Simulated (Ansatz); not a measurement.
**OsCl2 (1T sheet): how robust is the cRPA U?**

Wanted: the sensitivity and cost of U and J for OsCl2 (1T sheet).

Program: Ansatz 0.2.0. Level of theory: constrained RPA on LDA, plane waves, PAW. Results are calculated unless marked as measured.

## 1. The structure

The cell holds 3 atoms: 1 Os and 2 Cl. Its edges and angles: a = 3.581 Å, b = 3.581 Å, c = 30.112 Å, α = 90.0°, β = 90.0°, γ = 120.0°. Vacuum lies along c.

The structure was relaxed with LDA. The structure was generated from a model, not taken from a measurement. The runs that relaxed it are not among those shown. The program's search for lower electronic states was switched off, so nothing shows that the state found is the lowest. Spin-orbit coupling is left out unless a step names it. The default PAW set here is soft_2. Its files were made with PBE; for other functionals the partial waves and projectors stay those of PBE. The Coulomb interaction is cut off across the vacuum.

## 2. Base: Os eg, bands c1 to c2, 6×6×1 mesh, medium accuracy

Constrained RPA screens the interaction with every transition except those inside the target bands, which a later many-body model would treat itself.

Input file input.yaml:

```yaml
crystal:
  lattice:
    - [0.0, 2.53196437, 2.53196437]
    - [2.53196437, -2.53196437, 0.0]
    - [17.38503569, 17.38503569, -17.38503569]
  atoms:
    - { symbol: Os, position: [0.0, 0.0, 0.3180797022] }
    - { symbol: Cl, position: [0.3333333333, 0.6666666667, 0.3556984376] }
    - { symbol: Cl, position: [0.6666666667, 0.3333333333, 0.2804609667] }
  periodic: [true, true, false]
kpoints:
  mp_grid: { grid: [6, 6, 1] }
hamiltonian:
  xc: lda
scf:
  occupations: { method: gaussian, width: 0.08 }
  n_extra_bands: 19
  max_iter: 150
  lower_state_search: "off"
output:
  crpa:
    kmesh: [6, 6, 1]
    target_bands: [c1, c2]
    projections: [{ species: Os, l: d, shell: 5, orbitals: [dz2, dx2-y2] }]
  local_orbitals:
    kmesh: [12, 12, 1]
    orbitals: [{ species: Os, l: d, shell: 5, orbitals: [dz2, dx2-y2] }]
    window: { bands: [c1, c2] }
    seedname: lo
```

Launch:

```
> ansatz run input.yaml --threads 8 --pin off --max-ram 14745MiB --backend cpu --events-out ev --progress --plain --runs-dir out
```

Numbers of over 12 decimals in the logs are rounded to 6 here.

The program printed:

```text
scf.n_extra_bands = 19 over 15 filled bands (N_el = 30.0): the run solves 34 bands
Engine: ansatz 0.2.0, aarch64-unknown-linux-gnu
Pseudopotentials: kind: paw
Pseudopotential: Os, paw, valence charge 16, recommended cutoff 420 eV (normal), Os.paw.azcp
Pseudopotential: Cl, paw, valence charge 7, recommended cutoff 420 eV (normal), Cl.paw.azcp
Functional definition: SPW92
  exchange = slater_x
  correlation = pw_c
Crystal: 3 atoms, lattice volume = 334.358 Å³
Basis set: ecut = 420 eV, 6455 PW (Γ)
Bands: 34, of which v1, the nominal top of the filled ones, is band 15 counted from 1 (14 counted from 0)
Symmetry: 12 space group operations
Space group: P-3m1 (ITA 164), of the structure as read, at distance tolerance 6.9e-5 Å
k-points: 7 of 36
Non-local potential: Os, projectors of the file, l = 0: 3, l = 1: 2, l = 2: 2, l = 3: 1
Non-local potential: Cl, projectors of the file, l = 0: 2, l = 1: 2, l = 2: 2
PAW form: soft (Blöchl's): semilocal exchange-correlation on the pseudo side does not see the compensation charge
PAW frozen core: Os, regenerated for the run's functional, and the local potential with it (the file was generated under x = pbe(κ = 0.804, μ = 0.219515), c = pbe(β = 0.066725))
PAW frozen core: Cl, regenerated for the run's functional, and the local potential with it (the file was generated under x = pbe(κ = 0.804, μ = 0.219515), c = pbe(β = 0.066725))
PAW one-centre angular grid: Os, 590 points (default); XC on 64 Gauss nodes
PAW one-centre angular grid: Cl, 110 points (default); XC on 64 Gauss nodes
Initial density: superposition of atomic densities (neutral atoms: chi_scale 0, normalization atom), corrected by the library's trained network
Initial wavefunctions: pseudopotential atomic-orbital guess
Functional: x = slater, c = lda
SCF iter   1: F=—  HF=-13206.174442 eV  |F-HF|=—  |Δ(HF+E_count)|=         —  Δρ=5.44e-3  dr2=5.51e-2  ethr=1.77e-3  ⟨swp⟩=11.3  Hψ=1900  notcnv=0  defer=54
preconditioner: auto → none  [insulator: Δε(μ)=1.411 eV  Ē_g=14.472 eV  σ=0.080 eV  W_gap=1.00  n_scr=16 (ndim 8)  ℏωp=9.5 eV  f_vac=0.804  D(μ)=0.00/eV (n_scr^D=0)  ε∞_Penn≈1.4]
SCF iter   2: F=—  HF=-13206.161060 eV  |F-HF|=—  |Δ(HF+E_count)|=   1.34e-2  Δρ=2.19e-3  dr2=6.78e-3  ethr=1.84e-4  ⟨swp⟩=3.1  Hψ=464  notcnv=0  defer=67
SCF iter   3: F=—  HF=-13206.161081 eV  |F-HF|=—  |Δ(HF+E_count)|=   2.14e-5  Δρ=1.03e-3  dr2=2.72e-3  ethr=2.26e-5  ⟨swp⟩=3.1  Hψ=274  notcnv=0  defer=67
SCF iter   4: F=—  HF=-13206.161158 eV  |F-HF|=—  |Δ(HF+E_count)|=   7.67e-5  Δρ=5.39e-4  dr2=1.48e-3  ethr=9.06e-6  ⟨swp⟩=2.9  Hψ=270  notcnv=0  defer=67
SCF iter   5: F=—  HF=-13206.160902 eV  |F-HF|=—  |Δ(HF+E_count)|=   2.56e-4  Δρ=1.08e-4  dr2=3.47e-5  ethr=4.95e-6  ⟨swp⟩=3.0  Hψ=227  notcnv=0  defer=67
SCF iter   6: F=—  HF=-13206.160916 eV  |F-HF|=—  |Δ(HF+E_count)|=   1.37e-5  Δρ=1.50e-5  dr2=4.81e-7  ethr=1.16e-7  ⟨swp⟩=3.1  Hψ=400  notcnv=0  defer=81
SCF iter   7: F=-13206.160917 eV  HF=-13206.160917 eV  |F-HF|=4.37e-8  |Δ(HF+E_count)|=   1.37e-6  Δρ=3.56e-6  dr2=3.22e-8  ethr=3.33e-10  ⟨swp⟩=23.3  Hψ=2238  notcnv=0
SCF 1 converged in 7 iterations: F = -13206.160917 eV  dr2 = 3.22e-8
[...]
NSCF: frozen V_eff on 22 k-points
NSCF: frozen V_eff on 7 k-points
[...]
cRPA screening: q 1/36
cRPA screening: q 2/36
cRPA screening: q 8/36 (q-point 3)
cRPA screening: q 14/36 (q-point 4)
cRPA screening: q 17/36 (q-point 8)
cRPA screening: q 23/36 (q-point 9)
cRPA screening: q 35/36 (q-point 15)
SCF converged after 7 iterations
Free energy (F): -13206.160917 eV
Harris-Foulkes:  -13206.160917 eV  (|F-HF|=4.37e-8)
Internal energy: -13206.160917 eV  (E = F + TS)
E sigma→0 (E₀):  -13206.160917 eV
Fermi energy:    -3.941042 eV
--- Per-component energies (eV) ---
  E_band       = -730.532067
  E_kinetic    = 894.432564
  E_local      = -49222.041077  (includes V_loc(G=0)·N_el)
  E_nonlocal   = 65.737617
  E_hartree    = 24136.193552
  E_xc         = -477.197830
  E_vxc        = -527.197527  (∫ρ·V_xc dr)
  E_paw        = -9999.246113  (= ΣΔE_a)
  E_vpaw       = -213.849956  (= ΣTr[D̂ρ^β])
  E_aug_tail   = 0.000125  (compensation charges beyond the density's cutoff)
  E_ewald      = 21395.216526
  E_core_change = 0.743717  (= ΣΔE_core)
  E_smearing   = -0.000000  (= −TS)
  E_closure    = -0.000000  (closes the sum)
  Σ components = -13206.160917   (vs F -13206.160917, Δ=0.00e0)
--- Band table (eV; the first three rows and the last of 7) ---
  k-point 0: bands = [... 11 lower, -8.9081, -6.4293, -6.4293, -4.9340, -2.2737, -2.2737, -1.4780 (-1.4780°), -0.5521 (-0.5525°), ... 15 higher]
  k-point 1: bands = [... 11 lower, -8.6923, -6.1949, -5.8229, -4.6906, -3.1914, -2.5767, -0.7345 (-0.7346°), -0.0469 (-0.0482°), ... 15 higher]
  k-point 2: bands = [... 11 lower, -8.9296, -6.1613, -5.3190, -4.9359, -3.0963, -2.5992, -0.2080 (-0.2080°), 0.8232 (0.8232°), ... 15 higher]
  k-point 6: bands = [... 11 lower, -9.9659, -5.9559, -5.0435, -5.0435, -2.8518, -2.8518, 1.1639, 2.3890, ... 15 higher]
  ° read free of the cell's end (the report's vacuum.weakly_bound_levels)
  °? not known for the slab's own: over its row's bound_up_to_ev there, or no deeper under its free states than its continued_xc_part_ev in size
--- cRPA (band scheme, projected local orbitals): target bands 16..17 (1-based), 2 Wannier function(s), 6×6×1 mesh, 34 bands' worth read of 39 solved, ecut_chi 136.0 eV, v(q+G=0) probe_charge, pair densities all_electron ---
  χ-basis size per q: N_G = 1182..1236
  window electrons = 0.0000, filled by tetrahedron_uncorrected; constrained ε̄⁻¹(q = 0, 0) head = 0.601037; min gauge Gram eig = 0.4790
  Kanamori averages over each shell's own Wannier functions (sites counted from 0, functions from 1):
    Site 0, 5D, 2 of 5 d orbitals (Wannier functions 1, 2; wannier90's mr 1, 4):
      screened: U = 2.4110 eV, U' = 1.9273 eV, J = 0.2419 eV
      screened, to within: U = 5.3e-3 eV, U' = 5.3e-3 eV, J = 5.3e-4 eV
      bare: V = 9.0105 eV, V' = 8.1948 eV, J = 0.4078 eV
  Hermiticity witness max|P − P†| over intra, direct and exchange elements: 1.51e-14 eV (screened), 2.75e-17 eV (bare)
  Reality witness max|Im| over intra, direct and exchange elements: 6.11e-17 eV (screened), 3.17e-17 eV (bare)
```

Run time: 32 s. Hardware: 8 threads of Arm Neoverse V2, shared host; peak memory 2.6 GiB.

Numbers from this step:

| Property | Result |
| --- | --- |
| U | 2.411 eV |
| U prime (inter-orbital) | 1.927 eV |
| J | 0.2419 eV |
| bare V | 9.010 eV |
| bare J | 0.4078 eV |
| stated bound on U | 0.005257 eV |
| U over bare V | 0.2676 |
| electrons in the window | 0 |
| head of the constrained inverse dielectric matrix | 0.6010 |
| least eigenvalue of the projection's overlap | 0.4790 |
| target functions | 2 |
| bands in the sums | 34 |
| r.m.s. miss of the model bands | 0.001183 eV |
| width of the target bands | 1.106 eV |
| weight of the projected orbitals in the window | 0.5984 |

On the Os eg shell, screening brings the on-site interaction from 9.0 eV down to U = 2.41 eV.

## 3. Changed: 9×9×1 mesh

input.yaml, as its differences from that of step 2:

```diff
@@ -21,9 +21,4 @@
   crpa:
-    kmesh: [6, 6, 1]
+    kmesh: [9, 9, 1]
     target_bands: [c1, c2]
     projections: [{ species: Os, l: d, shell: 5, orbitals: [dz2, dx2-y2] }]
-  local_orbitals:
-    kmesh: [12, 12, 1]
-    orbitals: [{ species: Os, l: d, shell: 5, orbitals: [dz2, dx2-y2] }]
-    window: { bands: [c1, c2] }
-    seedname: lo
```

The program printed:

```text
[...]
Crystal: 3 atoms, lattice volume = 334.358 Å³
Basis set: ecut = 420 eV, 6455 PW (Γ)
Bands: 34, of which v1, the nominal top of the filled ones, is band 15 counted from 1 (14 counted from 0)
Symmetry: 12 space group operations
[...]
k-points: 7 of 36
[...]
SCF iter   1: F=—  HF=-13206.174442 eV  |F-HF|=—  |Δ(HF+E_count)|=         —  Δρ=5.44e-3  dr2=5.51e-2  ethr=1.77e-3  ⟨swp⟩=11.3  Hψ=1900  notcnv=0  defer=54
[...]
SCF iter   7: F=-13206.160917 eV  HF=-13206.160917 eV  |F-HF|=4.37e-8  |Δ(HF+E_count)|=   1.37e-6  Δρ=3.56e-6  dr2=3.22e-8  ethr=3.33e-10  ⟨swp⟩=23.3  Hψ=2238  notcnv=0
SCF 1 converged in 7 iterations: F = -13206.160917 eV  dr2 = 3.22e-8
[...]
NSCF: frozen V_eff on 12 k-points
[...]
cRPA screening: q 1/81
cRPA screening: q 2/81
cRPA screening: q 8/81 (q-point 3)
cRPA screening: q 14/81 (q-point 4)
cRPA screening: q 20/81 (q-point 5)
[...]
Internal energy: -13206.160917 eV  (E = F + TS)
E sigma→0 (E₀):  -13206.160917 eV
Fermi energy:    -3.941042 eV
[...]
--- Band table (eV; the first three rows and the last of 7) ---
  k-point 0: bands = [... 11 lower, -8.9081, -6.4293, -6.4293, -4.9340, -2.2737, -2.2737, -1.4780 (-1.4780°), -0.5521 (-0.5525°), ... 15 higher]
  k-point 1: bands = [... 11 lower, -8.6923, -6.1949, -5.8229, -4.6906, -3.1914, -2.5767, -0.7345 (-0.7346°), -0.0469 (-0.0482°), ... 15 higher]
  k-point 2: bands = [... 11 lower, -8.9296, -6.1613, -5.3190, -4.9359, -3.0963, -2.5992, -0.2080 (-0.2080°), 0.8232 (0.8232°), ... 15 higher]
  k-point 6: bands = [... 11 lower, -9.9659, -5.9559, -5.0435, -5.0435, -2.8518, -2.8518, 1.1639, 2.3890, ... 15 higher]
  ° read free of the cell's end (the report's vacuum.weakly_bound_levels)
[...]
χ-basis size per q: N_G = 1180..1238
[...]
Site 0, 5D, 2 of 5 d orbitals (Wannier functions 1, 2; wannier90's mr 1, 4):
      screened: U = 2.4001 eV, U' = 1.9181 eV, J = 0.2410 eV
      screened, to within: U = 5.2e-3 eV, U' = 5.2e-3 eV, J = 5.2e-4 eV
      bare: V = 8.9628 eV, V' = 8.1501 eV, J = 0.4063 eV
[...]
[key lines of the parts left out:]
SCF converged after 7 iterations
Free energy (F): -13206.160917 eV
```

Wall time 81 s (8 threads); peak memory 2.8 GiB.

Numbers from this step:

```
U                                                 : 2.400 eV
U prime (inter-orbital)                           : 1.918 eV
J                                                 : 0.2410 eV
bare V                                            : 8.963 eV
bare J                                            : 0.4063 eV
stated bound on U                                 : 0.005199 eV
U over bare V                                     : 0.2678
electrons in the window                           : 0
head of the constrained inverse dielectric matrix : 0.6159
least eigenvalue of the projection's overlap      : 0.4637
target functions                                  : 2
bands in the sums                                 : 34
width of the target bands                         : 1.106 eV
weight of the projected orbitals in the window    : 0.5984
```

On the Os eg shell, screening brings the on-site interaction from 9.0 eV down to U = 2.40 eV.

## 4. Changed: 3×3×1 mesh

input.yaml, as its differences from that of step 3:

```diff
@@ -21,3 +21,3 @@
   crpa:
-    kmesh: [9, 9, 1]
+    kmesh: [3, 3, 1]
     target_bands: [c1, c2]
```

The program printed:

```text
[...]
Crystal: 3 atoms, lattice volume = 334.358 Å³
Basis set: ecut = 420 eV, 6455 PW (Γ)
Bands: 34, of which v1, the nominal top of the filled ones, is band 15 counted from 1 (14 counted from 0)
Symmetry: 12 space group operations
[...]
k-points: 7 of 36
[...]
° read free of the cell's end (the report's vacuum.weakly_bound_levels)
[...]
χ-basis size per q: N_G = 1182..1215
[...]
Site 0, 5D, 2 of 5 d orbitals (Wannier functions 1, 2; wannier90's mr 1, 4):
      screened: U = 2.4609 eV, U' = 1.9560 eV, J = 0.2525 eV
      screened, to within: U = 5.3e-3 eV, U' = 5.3e-3 eV, J = 5.7e-4 eV
      bare: V = 9.3841 eV, V' = 8.5399 eV, J = 0.4221 eV
[...]
[key lines of the parts left out:]
SCF converged after 7 iterations
Free energy (F): -13206.160917 eV
Fermi energy:    -3.941042 eV
```

Run time: 11 s. Hardware: 8 threads; peak memory 2.5 GiB; 72 s of CPU time.

Numbers from this step:

```yaml
u: 2.461 eV
u_prime_inter_orbital: 1.956 eV
j: 0.2525 eV
bare_v: 9.384 eV
bare_j: 0.4221 eV
stated_bound_on_u: 0.005270 eV
u_over_bare_v: 0.2622
electrons_in_the_window: 0
head_of_the_constrained_inverse_dielectric_matrix: 0.5724
least_eigenvalue_of_the_projection_s_overlap: 0.4790
target_functions: 2
bands_in_the_sums: 34
width_of_the_target_bands: 1.106 eV
weight_of_the_projected_orbitals_in_the_window: 0.5984
```

On the Os eg shell, screening brings the on-site interaction from 9.4 eV down to U = 2.46 eV.

## 5. Changed: sums over states

input.yaml, as its differences from that of step 4:

```diff
@@ -21,4 +21,7 @@
   crpa:
-    kmesh: [3, 3, 1]
+    kmesh: [6, 6, 1]
     target_bands: [c1, c2]
     projections: [{ species: Os, l: d, shell: 5, orbitals: [dz2, dx2-y2] }]
+    accuracy: sum_over_states
+    n_empty_bands: 15
+    ecut_chi: 136
```

The program printed:

```text
[...]
Crystal: 3 atoms, lattice volume = 334.358 Å³
Basis set: ecut = 420 eV, 6455 PW (Γ)
Bands: 34, of which v1, the nominal top of the filled ones, is band 15 counted from 1 (14 counted from 0)
Symmetry: 12 space group operations
[...]
k-points: 7 of 36
[...]
χ-basis size per q: N_G = 1182..1236
[...]
U and J over all bands: no bound (output.crpa.accuracy: sum_over_states); those below are of the sums over the bands read on the sphere of ecut_chi, with what the atoms add
[...]
Site 0, 5D, 2 of 5 d orbitals (Wannier functions 1, 2; wannier90's mr 1, 4):
      screened: U = 2.6249 eV, U' = 2.0445 eV, J = 0.2902 eV
      bare: V = 9.0105 eV, V' = 8.1948 eV, J = 0.4078 eV
[...]
[key lines of the parts left out:]
SCF converged after 7 iterations
Free energy (F): -13206.160917 eV
Fermi energy:    -3.941042 eV
```

The job ended after 5.2 s (8 threads; peak memory 0.71 GiB; 31 s of CPU time).

This variant gives U = 2.62 eV against 2.41 eV. It is a finite sum over empty states with no bound on its error and stays out of the table below.

## 6. Changed: accuracy low

input.yaml, as its differences from that of step 5:

```diff
@@ -24,4 +24,2 @@
     projections: [{ species: Os, l: d, shell: 5, orbitals: [dz2, dx2-y2] }]
-    accuracy: sum_over_states
-    n_empty_bands: 15
-    ecut_chi: 136
+    accuracy: low
```

The program printed:

```text
[...]
Crystal: 3 atoms, lattice volume = 334.358 Å³
Basis set: ecut = 420 eV, 6455 PW (Γ)
Bands: 34, of which v1, the nominal top of the filled ones, is band 15 counted from 1 (14 counted from 0)
Symmetry: 12 space group operations
[...]
k-points: 7 of 36
[...]
° read free of the cell's end (the report's vacuum.weakly_bound_levels)
[...]
χ-basis size per q: N_G = 1182..1236
[...]
Site 0, 5D, 2 of 5 d orbitals (Wannier functions 1, 2; wannier90's mr 1, 4):
      screened: U = 2.4038 eV, U' = 1.9223 eV, J = 0.2407 eV
      screened, to within: U = 7.0e-2 eV, U' = 7.0e-2 eV, J = 5.7e-3 eV
      bare: V = 9.0105 eV, V' = 8.1948 eV, J = 0.4078 eV
[...]
[key lines of the parts left out:]
SCF converged after 7 iterations
Free energy (F): -13206.160917 eV
Fermi energy:    -3.941042 eV
```

It took 20 s on 8 threads; peak memory 2.6 GiB; 2.3 min of CPU time.

This step gave:

```
U                                                 : 2.404 eV
U prime (inter-orbital)                           : 1.922 eV
J                                                 : 0.2407 eV
bare V                                            : 9.010 eV
bare J                                            : 0.4078 eV
stated bound on U                                 : 0.06930 eV
U over bare V                                     : 0.2668
electrons in the window                           : 0
head of the constrained inverse dielectric matrix : 0.6009
least eigenvalue of the projection's overlap      : 0.4790
target functions                                  : 2
bands in the sums                                 : 34
width of the target bands                         : 1.106 eV
weight of the projected orbitals in the window    : 0.5984
```

On the Os eg shell, screening brings the on-site interaction from 9.0 eV down to U = 2.40 eV.

## 7. Changed: a wide Fermi-Dirac smearing

input.yaml, as its differences from that of step 6:

```diff
@@ -15,3 +15,3 @@
 scf:
-  occupations: { method: gaussian, width: 0.08 }
+  occupations: { method: fermi_dirac, width: 1.0 }
   n_extra_bands: 19
@@ -24,2 +24 @@
     projections: [{ species: Os, l: d, shell: 5, orbitals: [dz2, dx2-y2] }]
-    accuracy: low
```

The program printed:

```text
scf.n_extra_bands = 19 over 15 filled bands (N_el = 30.0): the run solves 34 bands
Engine: ansatz 0.2.0, aarch64-unknown-linux-gnu
Pseudopotentials: kind: paw
Pseudopotential: Os, paw, valence charge 16, recommended cutoff 420 eV (normal), Os.paw.azcp
Pseudopotential: Cl, paw, valence charge 7, recommended cutoff 420 eV (normal), Cl.paw.azcp
Functional definition: SPW92
  exchange = slater_x
  correlation = pw_c
Crystal: 3 atoms, lattice volume = 334.358 Å³
Basis set: ecut = 420 eV, 6455 PW (Γ)
[...]
Error: refused after 7 iterations: slab_electrons_in_vacuum = 1.99e-4 (threshold 1.00e-6); electrons that its smearing lays highest leave the slab for the vacuum on both its sides, from a quarter of the vector that does not repeat out to the cut: the least energy of a wave there at their k-point stands 5.2 eV under their level, and 1.99e-4 e/Å² of theirs stand a quarter out or further, so that the energy and levels can hang on that vector's length. Under a cutoff below the recommended one the basis itself can leave a density there or draw electrons out: first raise basis.ecutwfc. Narrow scf.occupations.width, or fill by another scf.occupations.method. [rest of the remark cut]
```

Run time: 1.3 s. Hardware: 8 threads; peak memory 0.62 GiB.

Residual by cycle:

cycle, log10 residual and a bar from the least value:
```
        1       -0.3 ##############################
        2       -1.3 ##########################
        3       -1.7 ########################
        4       -3.0 ###################
        5       -4.1 ###############
        6       -5.9 #######
        7       -7.8
```

The run ended with an error.

After 7 cycles the residual stands at 1.7e-8.

The program's message: “Error: refused after 7 iterations: slab_electrons_in_vacuum = 1.99e-4 (threshold 1.00e-6); electrons that its smearing lays highest leave the slab for the vacuum on both its sides, from a quarter of t …”

The fault put into this input: a wide Fermi-Dirac smearing.

(Part 1 of 2 ends here.)

[Paths, hosts, dates, memory and timing lines, banners, echoed tables and standing remarks are left out of the program output.]

[Logs are printed without paths, hosts, clocks, repeated set-up lines and the standing remarks that a program may print on its own settings, such as how far it seeks lower states.]

[Runs of the session that timed out or met a known fault of the program may be left out.]

[Hosts, paths, dates, database ids (printed as entryN), source tags and the programs' standing remarks are cut or masked in the printed files.]
